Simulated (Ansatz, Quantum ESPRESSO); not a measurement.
# Gd3Al (Pm-3m): zone-centre phonons, part 2 of 3

Wanted: the vibrations of Gd3Al (Pm-3m) at Γ, by two programs.

Quantum ESPRESSO 7.5; DFT PBEsol, scalar-relativistic, plane waves, PseudoDojo norm-conserving, 4f in core pseudopotentials.

So far. Step 2 (A probe with smearing): No gap opens on this mesh, so smearing is kept; the start stands at -2.8 GPa. Step 4 (Ground state): The cell stands at -0.13 GPa, close enough for phonons. The relaxed cell has a = 4.706 Å (conventional setting).

## 5. Zone-centre response

At q = 0 one unit cell holds all displacements; symmetry groups them into irreducible representations that are solved one by one. With smeared occupations no response to a homogeneous field can be asked.

The input, ph.in:

```
phonons
&inputph
   prefix = 'x'
   outdir = './tmp'
   fildyn = 'g.dyn'
   tr2_ph = 1.0d-18
   alpha_mix(1) = 0.4
   nmix_ph = 8
/
0.000000000 0.000000000 0.000000000
```

Started as:

```console
OMP_NUM_THREADS=1 mpirun -n 4 ph.x -nk 4 -in ph.in > ph.out
```

Output:

```text
[banners, grids, parts of the stress and lines that vanish by symmetry left out]
[banner, memory and clock lines left out]
Program PHONON v.7.5

     ./tmp/x.save/

     IMPORTANT: XC functional enforced from input :
     Exchange-correlation= PBESOL
                           (   1   4  10   8   0   0   0)
     Any further DFT definition will be discarded
     Please, verify this is what you really want

     G-vector sticks info

     Reading collected, re-writing distributed wavefunctions in ./tmp/

     Number and degeneracy of irreps per q-point
       N         xq(1)         xq(2)         xq(3)   N irreps
       1   0.000000000   0.000000000   0.000000000       4
        3   3   3   3

     Calculation of q =    0.0000000   0.0000000   0.0000000

     phonons

     bravais-lattice index     =            0
     lattice parameter (alat)  =       8.8929  a.u.
     unit-cell volume          =     703.2940 (a.u.)^3
     number of atoms/cell      =            4
     number of atomic types    =            2
     kinetic-energy cut-off    =      44.0000  Ry
     charge density cut-off    =     176.0000  Ry
     convergence threshold     =      1.0E-18
     beta                      =       0.4000
     number of iterations used =            8
     Exchange-correlation= PBESOL
                           (   1   4  10   8   0   0   0)

     celldm(1)=    8.89295  celldm(2)=    0.00000  celldm(3)=    0.00000
     celldm(4)=    0.00000  celldm(5)=    0.00000  celldm(6)=    0.00000

     crystal axes: (cart. coord. in units of alat)
               a(1) = (  1.0000  0.0000  0.0000 )
               a(2) = (  0.0000  1.0000  0.0000 )
               a(3) = (  0.0000  0.0000  1.0000 )

     reciprocal axes: (cart. coord. in units 2 pi/alat)
               b(1) = (  1.0000  0.0000  0.0000 )
               b(2) = (  0.0000  1.0000  0.0000 )
               b(3) = (  0.0000  0.0000  1.0000 )

     Atoms inside the unit cell:

     Cartesian axes

     site n.  atom      mass           positions (alat units)
        1  Gd    157.2500   tau(    1) = (    0.00000    0.50000    0.50000  )
        2  Gd    157.2500   tau(    2) = (    0.50000    0.00000    0.50000  )
        3  Gd    157.2500   tau(    3) = (    0.50000    0.50000    0.00000  )
        4  Al     26.9815   tau(    4) = (    0.00000    0.00000    0.00000  )

     Computing dynamical matrix for
                    q = (   0.0000000   0.0000000   0.0000000 )

     49 Sym.Ops. (with q -> -q+G )

     G cutoff =  352.5691  (  27633 G-vectors)     FFT grid: ( 40, 40, 40)

     number of k points=    20  Marzari-Vanderbilt smearing, width (Ry)=  0.0200
                       cart. coord. in units 2pi/alat
        k(    1) = (   0.0000000   0.0000000   0.0000000), wk =   0.0092593
        k(    2) = (   0.0000000   0.0000000   0.1666667), wk =   0.0555556
        k(    3) = (   0.0000000   0.0000000   0.3333333), wk =   0.0555556
        [... further k-points left out ...]

     PseudoPot. # 1 for Gd read from file:
     ./pseudo/Gd.upf
     Pseudo is Norm-conserving + core correction, Zval = 11.0
     Using radial grid of 1776 points,  7 beta functions with:
                l(1) =   0
                l(2) =   0
                l(3) =   1
                l(4) =   1
                l(5) =   2
                l(6) =   2
                l(7) =   3

     PseudoPot. # 2 for Al read from file:
     ./pseudo/Al.upf
     Pseudo is Norm-conserving + core correction, Zval =  3.0
     Using radial grid of 1876 points,  6 beta functions with:
                l(1) =   0
                l(2) =   0
                l(3) =   1
                l(4) =   1
                l(5) =   2
                l(6) =   2

     Mode symmetry, O_h (m-3m)  point group:

     Atomic displacements:
     There are    4 irreducible representations

     Representation     1      3 modes -  To be done

     Representation     2      3 modes -  To be done

     Representation     3      3 modes -  To be done

     Representation     4      3 modes -  To be done

     Alpha used in Ewald sum =   1.6000

     Representation #   1 modes #   1   2   3

     Self-consistent Calculation
      thresh= 1.000E-02 alpha_mix =  0.400 |ddv_scf|^2 =  3.394E-06
      thresh= 1.842E-04 alpha_mix =  0.400 |ddv_scf|^2 =  2.982E-07
      thresh= 5.461E-05 alpha_mix =  0.400 |ddv_scf|^2 =  1.310E-09
      thresh= 3.620E-06 alpha_mix =  0.400 |ddv_scf|^2 =  7.951E-11
      thresh= 8.917E-07 alpha_mix =  0.400 |ddv_scf|^2 =  2.693E-12
      thresh= 1.641E-07 alpha_mix =  0.400 |ddv_scf|^2 =  1.280E-13
      thresh= 3.578E-08 alpha_mix =  0.400 |ddv_scf|^2 =  9.777E-15
      thresh= 9.888E-09 alpha_mix =  0.400 |ddv_scf|^2 =  2.079E-16
      thresh= 1.442E-09 alpha_mix =  0.400 |ddv_scf|^2 =  9.021E-18
      thresh= 3.004E-10 alpha_mix =  0.400 |ddv_scf|^2 =  8.476E-19

     End of self-consistent calculation

     Convergence has been achieved

     Representation #   2 modes #   4   5   6

     Self-consistent Calculation
      thresh= 1.000E-02 alpha_mix =  0.400 |ddv_scf|^2 =  3.988E-08
      thresh= 1.997E-05 alpha_mix =  0.400 |ddv_scf|^2 =  3.135E-09
      thresh= 5.599E-06 alpha_mix =  0.400 |ddv_scf|^2 =  1.026E-10
      thresh= 1.013E-06 alpha_mix =  0.400 |ddv_scf|^2 =  9.140E-12
[...]
End of self-consistent calculation

     Convergence has been achieved

     Representation #   3 modes #   7   8   9

     Self-consistent Calculation
[...]
End of self-consistent calculation

     Convergence has been achieved

     Representation #   4 modes #  10  11  12

     Self-consistent Calculation
[...]
thresh= 1.422E-05 alpha_mix =  0.400 |ddv_scf|^2 =  3.330E-10
      thresh= 1.825E-06 alpha_mix =  0.400 |ddv_scf|^2 =  5.722E-12
      thresh= 2.392E-07 alpha_mix =  0.400 |ddv_scf|^2 =  4.572E-13
      thresh= 6.762E-08 alpha_mix =  0.400 |ddv_scf|^2 =  6.108E-15
      thresh= 7.815E-09 alpha_mix =  0.400 |ddv_scf|^2 =  2.647E-17
      thresh= 5.145E-10 alpha_mix =  0.400 |ddv_scf|^2 =  6.494E-18
      thresh= 2.548E-10 alpha_mix =  0.400 |ddv_scf|^2 =  1.852E-20

     End of self-consistent calculation

     Convergence has been achieved

     Number of q in the star =    1
     List of q in the star:
          1   0.000000000   0.000000000   0.000000000

     Diagonalizing the dynamical matrix

     q = (    0.000000000   0.000000000   0.000000000 )

 **************************************************************************
     freq (    1) =      -0.130933 [THz] =      -4.367459 [cm-1]
     freq (    2) =      -0.130933 [THz] =      -4.367459 [cm-1]
     freq (    3) =      -0.130933 [THz] =      -4.367459 [cm-1]
     freq (    4) =       2.348881 [THz] =      78.350230 [cm-1]
     freq (    5) =       2.348881 [THz] =      78.350230 [cm-1]
     freq (    6) =       2.348881 [THz] =      78.350230 [cm-1]
     freq (    7) =       4.111786 [THz] =     137.154422 [cm-1]
     freq (    8) =       4.111786 [THz] =     137.154422 [cm-1]
     freq (    9) =       4.111786 [THz] =     137.154422 [cm-1]
     freq (   10) =       5.503614 [THz] =     183.580813 [cm-1]
     freq (   11) =       5.503614 [THz] =     183.580813 [cm-1]
     freq (   12) =       5.503614 [THz] =     183.580813 [cm-1]
 **************************************************************************

     Mode symmetry, O_h (m-3m)  point group:

     freq (   1-   3) =         -4.4  [cm-1]   --> T_1u G_15  G_4- I
     freq (   4-   6) =         78.4  [cm-1]   --> T_2u G_25  G_5-
     freq (   7-   9) =        137.2  [cm-1]   --> T_1u G_15  G_4- I
     freq (  10-  12) =        183.6  [cm-1]   --> T_1u G_15  G_4- I
```

Elapsed: 4.6 min, on 4 MPI ranks of Arm Neoverse V2, shared host; 18 min of CPU time.

This step gave:

```yaml
largest_acoustic_frequency_at_the_zone_centre_before_the_sum_rule: -4.37 cm⁻¹
highest_optical_zone_centre_mode_no_lo_to_term: 183.6 cm⁻¹
lowest_optical_zone_centre_mode: 78.35 cm⁻¹
```

The acoustic modes at Γ come out as far as 4.4 cm⁻¹ from zero, where they should vanish, a small numerical error.

## 6. Modes with the sum rule

A rigid shift of the crystal must cost nothing, but grids and finite bases break this; the acoustic sum rule is imposed before the matrix is diagonalised again.

The input, dynmat.in:

```
&input
   fildyn = 'g.dyn'
   asr = 'simple'
   fileig = 'dynmat.eig'
/
```

Started as:

```console
dynmat.x -in dynmat.in > dynmat.out
```

Output:

```text
[banner, memory and clock lines left out]
Program DYNMAT v.7.5

     Reading Dynamical Matrix from file g.dyn
     ...Force constants read
     ...epsilon and Z* not read (not found on file)
     A direction for q was not specified:TO-LO splitting will be absent

     Polarizability (A^3 units)
     multiply by 1.000000 for Clausius-Mossotti correction
         0.000000    0.000000    0.000000
         0.000000    0.000000    0.000000
         0.000000    0.000000    0.000000

     IR activities are in (D/A)^2/amu units

# mode   [cm-1]    [THz]      IR
    1     -0.00   -0.0000    0.0000
    2     -0.00   -0.0000    0.0000
    3      0.00    0.0000    0.0000
    4     78.48    2.3527    0.0000
    5     78.48    2.3527    0.0000
    6     78.48    2.3527    0.0000
    7    137.23    4.1140    0.0000
    8    137.23    4.1140    0.0000
    9    137.23    4.1140    0.0000
   10    183.59    5.5039    0.0000
   11    183.59    5.5039    0.0000
   12    183.59    5.5039    0.0000

[end of the log left out, with the tail of the file of modes that dynmat.x writes under the same name]
```

Elapsed: 0.47 s, on 1 thread.

Read from the output:

| Quantity | Value |
| --- | --- |
| lowest optical zone-centre mode | 78.48 cm⁻¹ |

Unit eigenvectors of the mass-weighted matrix after the sum rule; no LO-TO term. The modes at Γ (shares of kinetic energy by element, %):

| mode | frequency (cm⁻¹) | symmetry | Gd % | Al % |
| --- | --- | --- | --- | --- |
| 1 | 0.0 | acoustic | 95 | 5 |
| 2 | 0.0 | acoustic | 95 | 5 |
| 3 | 0.0 | acoustic | 95 | 5 |
| 4 | 78.5 | T2u | 100 | 0 |
| 5 | 78.5 | T2u | 100 | 0 |
| 6 | 78.5 | T2u | 100 | 0 |
| 7 | 137.2 | T1u | 100 | 0 |
| 8 | 137.2 | T1u | 100 | 0 |
| 9 | 137.2 | T1u | 100 | 0 |
| 10 | 183.6 | T1u | 5 | 95 |
| 11 | 183.6 | T1u | 5 | 95 |
| 12 | 183.6 | T1u | 5 | 95 |

Displacements in mode 5 (78.5 cm⁻¹), the largest set to 1:
```
Gd1  0.00  1.00 -0.03
Gd2 -0.10  0.00  0.03
Gd3  0.10 -1.00  0.00
Al4  0.00  0.00  0.00
```

Displacements in mode 8 (137.2 cm⁻¹), the largest set to 1:
```
Gd1 -0.01 -0.01 -0.50
Gd2  0.01  0.02 -0.50
Gd3  0.01 -0.01  1.00
Al4  0.00  0.00  0.04
```

The rule moves no optical mode by more than 0.2 cm⁻¹.

## 7. Sum rules set otherwise: a sum rule for molecules or wires on a crystal

This rule also removes rotations, which suits wires and not a crystal; it is tried to see the harm.

The input, dynmat.in:

```
&input
   fildyn = 'g.dyn'
   asr = 'one-dim'
   fileig = 'dynmat.eig'
/
```

Started as:

```console
dynmat.x -in dynmat.in > dynmat.out
```

Output:

```text
[banner, memory and clock lines left out]
Program DYNMAT v.7.5

     Reading Dynamical Matrix from file g.dyn
     ...Force constants read
     ...epsilon and Z* not read (not found on file)
asr rotation axis in 1D system=    3
     Acoustic Sum Rule: || Z*(ASR) - Z*(orig)|| =    0.000000E+00
     Acoustic Sum Rule: ||dyn(ASR) - dyn(orig)||=    1.293615E-01
     A direction for q was not specified:TO-LO splitting will be absent

     Polarizability (A^3 units)
     multiply by 1.000000 for Clausius-Mossotti correction
         0.000000    0.000000    0.000000
         0.000000    0.000000    0.000000
         0.000000    0.000000    0.000000

     IR activities are in (D/A)^2/amu units

# mode   [cm-1]    [THz]      IR
    1     -0.00   -0.0000    0.0000
    2     -0.00   -0.0000    0.0000
    3     -0.00   -0.0000    0.0000
    4      0.00    0.0000    0.0000
    5     78.35    2.3489    0.0000
    6     78.35    2.3489    0.0000
    7    115.16    3.4523    0.0000
    8    137.15    4.1118    0.0000
    9    137.15    4.1118    0.0000
   10    171.49    5.1411    0.0000
   11    183.52    5.5019    0.0000
   12    183.52    5.5019    0.0000

[end of the log left out, with the tail of the file of modes that dynmat.x writes under the same name]
```

Wall time 0.47 s (1 thread).

The program raised no error, yet the settings are not those of a careful run.

The fault: a sum rule for molecules or wires on a crystal; 1 optical mode is projected out to zero frequency, as if it were a rotation.

For a crystal the rule has to be 'simple' or 'crystal'.

Zone-centre frequencies as printed; negative means imaginary. Modes:

| mode | frequency (cm⁻¹) |
| --- | --- |
| 1 | 0 |
| 2 | 0 |
| 3 | 0 |
| 4 | 0 |
| 5 | 78.35 |
| 6 | 78.35 |
| 7 | 115.2 |
| 8 | 137.2 |
| 9 | 137.2 |
| 10 | 171.5 |
| 11 | 183.5 |
| 12 | 183.5 |

## 8. Sum rules set otherwise (asr crystal)

The rule can be imposed in more than one way; the choices should agree where the raw error is small.

The input, dynmat.in:

```
&input
   fildyn = 'g.dyn'
   asr = 'crystal'
   fileig = 'dynmat.eig'
/
```

Started as:

```console
dynmat.x -in dynmat.in > dynmat.out
```

Output:

```text
[banner, memory and clock lines left out]
Program DYNMAT v.7.5

     Reading Dynamical Matrix from file g.dyn
     ...Force constants read
     ...epsilon and Z* not read (not found on file)
     Acoustic Sum Rule: || Z*(ASR) - Z*(orig)|| =    0.000000E+00
     Acoustic Sum Rule: ||dyn(ASR) - dyn(orig)||=    3.973987E-04
     A direction for q was not specified:TO-LO splitting will be absent

     Polarizability (A^3 units)
     multiply by 1.000000 for Clausius-Mossotti correction
         0.000000    0.000000    0.000000
         0.000000    0.000000    0.000000
         0.000000    0.000000    0.000000

     IR activities are in (D/A)^2/amu units

# mode   [cm-1]    [THz]      IR
    1     -0.00   -0.0000    0.0000
    2      0.00    0.0000    0.0000
    3      0.00    0.0000    0.0000
    4     78.35    2.3489    0.0000
    5     78.35    2.3489    0.0000
    6     78.35    2.3489    0.0000
    7    137.15    4.1118    0.0000
    8    137.15    4.1118    0.0000
    9    137.15    4.1118    0.0000
   10    183.52    5.5019    0.0000
   11    183.52    5.5019    0.0000
   12    183.52    5.5019    0.0000

   )
[end of the log left out, with the tail of the file of modes that dynmat.x writes under the same name]
```

Elapsed: 0.47 s, on 1 thread.

Numbers from this step:

```
highest optical zone-centre mode (no LO-TO term) : 183.5 cm⁻¹
lowest optical zone-centre mode                  : 78.35 cm⁻¹
```

Zone-centre frequencies as printed; negative means imaginary. Modes:

| mode | frequency (cm⁻¹) |
| --- | --- |
| 1 | 0 |
| 2 | 0 |
| 3 | 0 |
| 4 | 78.35 |
| 5 | 78.35 |
| 6 | 78.35 |
| 7 | 137.2 |
| 8 | 137.2 |
| 9 | 137.2 |
| 10 | 183.5 |
| 11 | 183.5 |
| 12 | 183.5 |

Against the first rule no mode moves by more than 0.2 cm⁻¹.

(Continued in part 3 of 3.)

[Host names and launcher messages were left out of these logs when they were recorded.]

[Logs are printed without paths, hosts, clocks, repeated set-up lines and the standing remarks that a program may print on its own settings, such as how far it seeks lower states.]

[Hosts, paths, dates, database ids (printed as entryN), source tags and the programs' standing remarks are cut or masked in the printed files.]
